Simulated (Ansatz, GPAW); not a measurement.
# Which magnetic ion is it?

A crystal has the composition Sr2MClO3, where M is a 3d element. A calculation (PBE+U, spin-orbit coupling in second variation, Ansatz) gives:

| Item | Value |
| --- | --- |
| S | 5/2 |
| g, averaged over the cell's ions | ⊥ 2.0125, ∥ 2.0099 |
| D, with anisotropic exchange | +1.44 cm⁻¹ (+43.2 GHz) |
| moment in its sphere | 3.75 μB |

**Question.** Which ion is it, and why?

The crystal is Sr2FeClO3, space group P4/nmm. The spin sits on Fe, with 5 O at 1.89 to 1.99 Å round it. With the usual charges of the other elements M must be +3. The high-spin ion of that charge with S = 5/2 in this row is Fe³⁺ high-spin d⁵. Low-spin ions are left aside. The shift from the free-electron value is small, as for a half-filled shell without orbital momentum.

[Hosts, paths, dates, database ids (printed as entryN), source tags and the programs' standing remarks are cut or masked in the printed files.]
